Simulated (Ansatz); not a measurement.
# KCoF3 (Pm-3m): Hubbard U and Hund's J by constrained RPA, part 2 of 2

Wanted: the parameters of a Hubbard-Kanamori model for KCoF3 (Pm-3m).

Ansatz 0.2.0; non-magnetic LDA, then constrained RPA, plane waves, PAW.

So far: The structure; LDA bands and orbital weights.

## (3) Constrained RPA: Co d, bands v4 to c1, 6×6×6 mesh, medium accuracy

Constrained RPA screens the interaction with every transition except those inside the target bands, which a later many-body model would treat itself.

This step: constrained RPA on LDA, plane waves, PAW.

input.yaml reads:

```yaml
crystal:
  lattice:
    - [-4.071, 0.0, 0.0]
    - [0.0, 0.0, -4.071]
    - [0.0, -4.071, 0.0]
  atoms:
    - { symbol: K, position: [0.0, 0.0, 0.0] }
    - { symbol: Co, position: [0.5, 0.5, 0.5] }
    - { symbol: F, position: [0.0, 0.5, 0.5] }
    - { symbol: F, position: [0.5, 0.0, 0.5] }
    - { symbol: F, position: [0.5, 0.5, 0.0] }
kpoints:
  mp_grid: { grid: [6, 6, 6] }
hamiltonian:
  xc: lda
scf:
  occupations: { method: gaussian, width: 0.08 }
  n_extra_bands: 19
  max_iter: 150
  lower_state_search: "off"
output:
  crpa:
    kmesh: [6, 6, 6]
    target_bands: [v4, c1]
    projections: [{ species: Co, l: d, shell: 3 }]
  local_orbitals:
    kmesh: [6, 6, 6]
    orbitals: [{ species: Co, l: d, shell: 3 }]
    window: { bands: [v4, c1] }
    seedname: lo
```

Started as:

```bash
ansatz run input.yaml --threads 4 --pin off --max-ram 14745MiB --backend cpu --events-out ev --progress --plain --runs-dir out
```

Numbers of over 12 decimals in the logs are rounded to 6 here.

Output:

```text
[...]
Crystal: 5 atoms, lattice volume = 67.469 Å³
Basis set: ecut = 420 eV, 1357 PW (Γ)
Bands: 43, of which v1, the nominal top of the filled ones, is band 24 counted from 1 (23 counted from 0)
Symmetry: 48 space group operations
[...]
k-points: 20 of 216
[...]
SCF iter   1: F=—  HF=-8941.848626 eV  |F-HF|=—  |Δ(HF+E_count)|=         —  Δρ=2.21e-2  dr2=2.05e-1  ethr=1.77e-3  ⟨swp⟩=5.6  Hψ=3794  notcnv=0  defer=150
[...]
SCF iter   8: F=-8941.785149 eV  HF=-8941.785149 eV  |F-HF|=3.76e-9  |Δ(HF+E_count)|=   1.17e-7  Δρ=6.49e-6  dr2=1.69e-8  ethr=2.13e-10  ⟨swp⟩=9.2  Hψ=4478  notcnv=0
SCF 1 converged in 8 iterations: F = -8941.785149 eV  dr2 = 1.69e-8
[...]
NSCF: frozen V_eff on 23 k-points
[...]
cRPA screening: q 1/216
cRPA screening: q 2/216
cRPA screening: q 8/216 (q-point 3)
cRPA screening: q 14/216 (q-point 4)
cRPA screening: q 17/216 (q-point 8)
cRPA screening: q 29/216 (q-point 9)
cRPA screening: q 53/216 (q-point 10)
cRPA screening: q 65/216 (q-point 15)
cRPA screening: q 77/216 (q-point 16)
cRPA screening: q 89/216 (q-point 22)
cRPA screening: q 92/216 (q-point 44)
cRPA screening: q 100/216 (q-point 45)
cRPA screening: q 124/216 (q-point 46)
cRPA screening: q 136/216 (q-point 51)
cRPA screening: q 160/216 (q-point 52)
cRPA screening: q 184/216 (q-point 58)
cRPA screening: q 190/216 (q-point 87)
cRPA screening: q 198/216 (q-point 88)
cRPA screening: q 210/216 (q-point 94)
cRPA screening: q 216/216 (q-point 130)
SCF converged after 8 iterations
Free energy (F): -8941.785149 eV
[...]
Internal energy: -8941.757100 eV  (E = F + TS)
E sigma→0 (E₀):  -8941.771124 eV
Entropy (-TS):   -0.028049 eV (-5.610 meV/atom)
Fermi energy:    6.300824 eV
[...]
--- Band table (eV; the first three rows and the last of 20) ---
  k-point 0: bands = [... 20 lower, 5.5287, 5.5287, 5.5287, 5.8106, 5.8106, 9.0795, 12.6856, 12.6856, ... 15 higher]
  k-point 1: bands = [... 20 lower, 5.5340, 5.6676, 5.6676, 5.8117, 6.0997, 9.5632, 12.9046, 12.9259, ... 15 higher]
  k-point 2: bands = [... 20 lower, 5.5446, 5.8139, 5.9262, 5.9262, 6.5210, 10.7955, 13.0862, 13.3675, ... 15 higher]
  k-point 19: bands = [... 20 lower, 6.3392, 6.3392, 6.3392, 7.7066, 7.7066, 12.8232, 12.8232, 12.8232, ... 15 higher]
--- cRPA (band scheme, projected local orbitals): target bands 21..25 (1-based), 5 Wannier function(s), 6×6×6 mesh, 50 bands' worth read of 55 solved, ecut_chi 136.0 eV, v(q+G=0) probe_charge, pair densities all_electron ---
  bands read: the sum over 50 bands ends inside a degenerate multiplet in 1 slot, whose members it reads at an even weight; the widest, k=129: bands 49 to 51 (counted from 1) at 2/3 each
  χ-basis size per q: N_G = 232..280
  window electrons = 7.0000, filled by tetrahedron_uncorrected; constrained ε̄⁻¹(q = 0, 0) head = 0.419583; min gauge Gram eig = 0.7237
  Kanamori averages over each shell's own Wannier functions (sites counted from 0, functions from 1):
    Site 1, 3D, 5 of 5 d orbitals (Wannier functions 1, 2, 3, 4, 5; wannier90's mr 1, 2, 3, 4, 5):
      screened: U = 7.6734 eV, U' = 6.4129 eV, J = 0.6362 eV
      screened d-shell averages: U_bar = F0 = 6.6650 eV, J_bar = 0.8883 eV
      screened, to within: U = 2.6e-2 eV, U' = 2.6e-2 eV, J = 9.7e-4 eV
      screened d-shell averages, to within: U_bar = 2.4e-2 eV, J_bar = 1.4e-3 eV
      bare: V = 22.6341 eV, V' = 21.0663 eV, J = 0.7666 eV
      bare d-shell averages: V_bar = F0 = 21.3799 eV, J_bar = 1.0801 eV
  Hermiticity witness max|P − P†| over intra, direct and exchange elements: 1.42e-14 eV (screened), 3.55e-15 eV (bare)
  Reality witness max|Im| over intra, direct and exchange elements: 7.14e-19 eV (screened), 1.71e-18 eV (bare)
```

Run time: 8.2 min. Hardware: 4 threads of Arm Neoverse V1, shared host; peak memory 0.82 GiB.

This step gave:

```yaml
u: 7.673 eV
u_prime_inter_orbital: 6.413 eV
j: 0.6362 eV
bare_v: 22.63 eV
bare_j: 0.7666 eV
stated_bound_on_u: 0.02505 eV
u_over_bare_v: 0.3390
electrons_in_the_window: 7.000
head_of_the_constrained_inverse_dielectric_matrix: 0.4196
least_eigenvalue_of_the_projection_s_overlap: 0.7237
target_functions: 5
bands_in_the_sums: 50
r_m_s_miss_of_the_model_bands: 2.92e-4 eV
width_of_the_target_bands: 2.178 eV
weight_of_the_projected_orbitals_in_the_window: 0.8906
```

On the Co d shell, screening brings the on-site interaction from 22.6 eV down to U = 7.67 eV.

Kanamori averages over each shell's functions. Crpa shells, by row:

```
site  element  shell  orbitals  U (eV)  U' (eV)  J (eV)  bare V (eV)  bare V' (eV)  bare J (eV)  bound on U (eV)
   2       Co     3D         5   7.673    6.413  0.6362        22.63         21.07       0.7666          0.02505
```

Density-density elements U_iijj, eV. U matrix, by row:

```
   orbital  Co2 dz2  Co2 dxz  Co2 dyz  Co2 dx2-y2  Co2 dxy
   Co2 dz2    7.431    6.621    6.621       5.966    6.125
   Co2 dxz    6.621    7.835    6.476       6.291    6.476
   Co2 dyz    6.621    6.476    7.835       6.291    6.476
Co2 dx2-y2    5.966    6.291    6.291       7.431    6.787
   Co2 dxy    6.125    6.476    6.476       6.787    7.835
```

Exchange elements U_ijji, eV. J matrix, by row:

```
   orbital  Co2 dz2  Co2 dxz  Co2 dyz  Co2 dx2-y2  Co2 dxy
   Co2 dz2        -    0.505    0.505       0.733    0.765
   Co2 dxz    0.505        -    0.693       0.679    0.693
   Co2 dyz    0.505    0.693        -       0.679    0.693
Co2 dx2-y2    0.733    0.679    0.679           -    0.418
   Co2 dxy    0.765    0.693    0.693       0.418        -
```

Projected local orbitals of the target window. Electronic bands along the path, in eV, zero at the Fermi level; # counts the bands kept:

```
    point     #1     #2     #3     #4     #5
        Γ  -0.77  -0.77  -0.77  -0.49  -0.49
  halfway  -0.76  -0.50  -0.50  -0.49   0.03
        X  -0.75  -0.49  -0.25  -0.25   0.38
  halfway  -0.49  -0.25  -0.22  -0.12   0.87
        M  -0.25  -0.25  -0.14   0.03   1.41
  halfway  -0.50  -0.49  -0.33  -0.25   0.45
        Γ  -0.77  -0.77  -0.77  -0.49  -0.49
  halfway  -0.33  -0.31  -0.31   0.45   0.45
        R   0.04   0.04   0.04   1.41   1.41
  halfway  -0.31  -0.13  -0.11   0.43   0.99
        X  -0.75  -0.49  -0.25  -0.25   0.38
jump to R   0.04   0.04   0.04   1.41   1.41
  halfway  -0.11  -0.11   0.03   0.67   1.41
        M  -0.25  -0.25  -0.14   0.03   1.41
```

The same for Kohn-Sham, solved directly:

```
point     #1     #2     #3     #4     #5
    Γ  -0.77  -0.77  -0.77  -0.49  -0.49
    X  -0.75  -0.49  -0.25  -0.25   0.38
    M  -0.25  -0.25  -0.14   0.03   1.41
    Γ  -0.77  -0.77  -0.77  -0.49  -0.49
    R   0.04   0.04   0.04   1.41   1.41
    X  -0.75  -0.49  -0.25  -0.25   0.38
    R   0.04   0.04   0.04   1.41   1.41
    M  -0.25  -0.25  -0.14   0.03   1.41
```

The first set of electronic bands as a text plot (rows in eV):

```
    1.4 |              **                    *****        *******
    1.3 |             *                           *
    1.2 |            *   *                  *    * *
    1.1 |                                                  *
    1.0 |           *     *                *      * *
    0.9 |                                                   *
    0.8 |                                            *
    0.7 |          *       **            **        *
    0.6 |                                             *      *
    0.5 |         *                                    *
    0.5 |                    *          *           *   *
    0.4 |      ***                                       *
    0.3 |     *
    0.2 |    *                *        *             *        *
    0.1 |
    0.0 |   *        *****                  *******       *******
   -0.1 |           *     *    *     **    *      *** *     **  *
   -0.2 |         ***********            **        * ***      **
   -0.3 |  *   *********** **** *   *   *           *  ***      *
   -0.4 | *   *   *  *    **** *        *
   -0.5 |*********  *      **** ****   *             *  **
   -0.5 |   *      *         ***     **               *
   -0.6 |  *      *            **   *                  *
   -0.7 |*********              ****                    **
         Γ      X      M          Γ            R        X|R     M
```

Onsite levels, by row:

```
   orbital  level less Fermi level (eV)
   Co2 dz2                       0.3849
   Co2 dxz                      -0.3084
   Co2 dyz                      -0.3084
Co2 dx2-y2                       0.3849
   Co2 dxy                      -0.3084
```

Largest distinct elements between sites. Hoppings, by row:

```
      from          to     cell  distance (Å)   t (eV)
   Co2 dz2     Co2 dz2   0 -1 0         4.071  -0.3115
Co2 dx2-y2  Co2 dx2-y2   0 0 -1         4.071  -0.2344
   Co2 dz2  Co2 dx2-y2    0 0 1         4.071  -0.1335
   Co2 dyz     Co2 dyz   0 -1 0         4.071  -0.0968
   Co2 dz2     Co2 dz2   -1 0 0         4.071  -0.0802
Co2 dx2-y2  Co2 dx2-y2  -1 0 -1         5.757   0.0318
   Co2 dz2     Co2 dz2  0 -1 -1         5.757    0.021
Co2 dx2-y2     Co2 dz2    0 1 1         5.757   0.0186
   Co2 dz2     Co2 dz2    0 2 0         8.142  -0.0183
   Co2 dxy     Co2 dxy   -1 0 1         5.757  -0.0142
Co2 dx2-y2  Co2 dx2-y2   -2 0 0         8.142  -0.0137
   Co2 dz2     Co2 dz2    1 0 1         5.757  -0.0112
```

## (4) Results

```yaml
co_d: U 7.67 eV, U′ 6.41 eV, J 0.64 eV, bare V 22.6 eV
method: constrained RPA on non-magnetic LDA, 6×6×6 mesh, static; search for lower states off
```

What this shows: For Co d, screening cuts the on-site interaction from 22.63 eV to 7.67 eV (34 %), while J goes only from 0.77 eV to 0.64 eV: the monopole is screened far more than the multipoles. U − 2J differs from U′ by −0.01 eV, so the Kanamori relation holds well. U is 3.5 times the width of the target bands. The parent state is non-magnetic and the interaction static (zero frequency); U depends on the window and the orbitals, so it belongs to this model alone. The bands cross the Fermi level under this constraint, which need not be the crystal's state: magnetic order, correlation or a lattice distortion may open a gap.

[Paths, hosts, dates, memory and timing lines, banners, echoed tables and standing remarks are left out of the program output.]

[Logs are printed without paths, hosts, clocks, repeated set-up lines and the standing remarks that a program may print on its own settings, such as how far it seeks lower states.]

[Runs of the session that timed out or met a known fault of the program may be left out.]

[Hosts, paths, dates, database ids (printed as entryN), source tags and the programs' standing remarks are cut or masked in the printed files.]
